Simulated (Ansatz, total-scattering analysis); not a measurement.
**Isotope substitution on H in formic acid**

Two samples of formic acid (18 formic acid; O 40.0, C 20.0, H 40.0 atom %; 310 K, fixed volume (mean pressure 1.0 GPa); ρ₀ = 0.0798 Å⁻³) differ only in the isotope of H: D (b = 6.6681 fm) and H (b = -3.7395 fm). Other lengths: O 5.8037, C 6.6472 fm. The data are simulated by ab initio molecular dynamics with Ansatz (PBE, plane waves, PAW default files, Langevin thermostat, no spin, fixed volume, H with the mass of D). The average runs over 0.58 ps of 90 atoms, so shells between rare elements are rough. Mean temperature 310 K, largest m.s.d. 0.61 Å², energy drift -1 meV an atom (last third less first, no steady trend), Langevin friction 10 ps⁻¹; the first quarter of the run is discarded. Start: last frame of a classical run of this cell at the same density and temperature. So short a stretch relaxes bonds and nearest shells but still remembers its start. It is a liquid that moves slowly on the time of the run as far as so short a run tells. The partials come from the cell's reciprocal vectors below 4 Å⁻¹ and from g(r) above; absorption, incoherent and inelastic scattering are left out. F(Q) = Σ ci cj bi bj (Sij − 1), in barn per steradian and atom:

| Q (Å⁻¹) | 2H | 1H | difference |
| --- | --- | --- | --- |
| 0.9 | -0.276 | -0.241 | -0.035 |
| 1.2 | -0.138 | -0.189 | 0.052 |
| 1.5 | 0.093 | -0.074 | 0.168 |
| 1.8 | 0.337 | 0.071 | 0.266 |
| 2.1 | 0.202 | 0.090 | 0.112 |
| 2.4 | 0.025 | 0.101 | -0.076 |
| 2.7 | -0.088 | -0.006 | -0.082 |
| 3.0 | -0.092 | -0.060 | -0.032 |
| 3.3 | -0.090 | -0.081 | -0.008 |
| 3.6 | -0.069 | -0.054 | -0.015 |
| 3.9 | -0.048 | -0.033 | -0.016 |
| 4.2 | -0.055 | -0.016 | -0.039 |
| 4.5 | -0.077 | -0.009 | -0.068 |
| 4.8 | -0.094 | 0.006 | -0.100 |
| 5.1 | -0.073 | 0.032 | -0.105 |
| 5.4 | -0.028 | 0.054 | -0.083 |
| 5.7 | 0.008 | 0.065 | -0.057 |
| 6.0 | 0.029 | 0.060 | -0.031 |
| 6.3 | 0.046 | 0.038 | 0.008 |
| 6.6 | 0.059 | 0.006 | 0.053 |
| 6.9 | 0.070 | -0.017 | 0.086 |
| 7.2 | 0.073 | -0.027 | 0.100 |
| 7.5 | 0.058 | -0.033 | 0.091 |
| 7.8 | 0.023 | -0.039 | 0.062 |
| 8.1 | -0.012 | -0.038 | 0.026 |
| 8.4 | -0.029 | -0.030 | 0.000 |
| 8.7 | -0.031 | -0.018 | -0.013 |
| 9.0 | -0.027 | -0.007 | -0.021 |
| 9.3 | -0.023 | 0.001 | -0.024 |
| 9.6 | -0.019 | 0.005 | -0.024 |
| 9.9 | -0.015 | 0.008 | -0.023 |
| 10.2 | -0.011 | 0.012 | -0.023 |
| 10.5 | -0.007 | 0.016 | -0.023 |
| 10.8 | -0.005 | 0.019 | -0.024 |

The first difference in real space, ΔG(r), in barn (from the pair functions, so without the broadening of a finite Q range):

```tsv
r (Å)	first difference G(r)
0.50	-0.351
0.58	-0.351
0.66	-0.351
0.74	-0.351
0.82	-0.351
0.90	-0.347
0.98	1.798
1.06	1.576
1.14	1.226
1.22	-0.343
1.30	-0.351
1.38	-0.348
1.46	-0.275
1.54	-0.191
1.62	-0.154
1.70	-0.180
1.78	-0.193
1.86	0.092
1.94	0.388
2.02	0.633
2.10	0.114
2.18	-0.254
2.26	-0.191
2.34	-0.079
2.42	-0.096
2.50	-0.101
2.58	-0.143
2.66	-0.138
2.74	-0.111
2.82	-0.022
2.90	-0.035
2.98	-0.087
3.06	-0.106
3.14	-0.084
3.22	-0.069
3.30	-0.045
3.38	-0.015
3.46	0.004
3.54	0.014
```

Q: What does the difference say of the neighbours of H?

Pairs without H cancel. ΔG(r) = Σ W [g(r) − 1] with W = 2 c(H) c(j) b(j) Δb, and c(H)² (b₁² − b₂²) for H–H: H–O 0.1933, H–C 0.1107, H–H 0.0488 barn. At small r, ΔG → −ΣW = -0.353; in this finite cell the H–H term carries (N − 1)/N with N = 36 atoms of H, which gives -0.351.

The first feature holds O–H (1.00 Å, 0.5 neighbours by the coordinates) and C–H (1.10 Å, 0.5 neighbours by the coordinates) together, so its area gives only their weighted sum.

Shells of H from the coordinates: O–H at 1.00 Å, 0.5 neighbours to 1.28 Å; C–H at 1.10 Å, 0.5 neighbours to 1.42 Å; H–H at 2.86 Å, 9.1 neighbours to 4.18 Å, a soft count (first peaks with a usable minimum only). Counts average over all H, whatever molecule they sit on, and second peaks of a pair (H two bonds away, hydrogen bonds) add features between 1.5 and 2.5 Å that aren't listed. The structure is taken to be the same for both isotopes, which holds least well for H and D.

[Logs are printed without paths, hosts, clocks, repeated set-up lines and the standing remarks that a program may print on its own settings, such as how far it seeks lower states.]
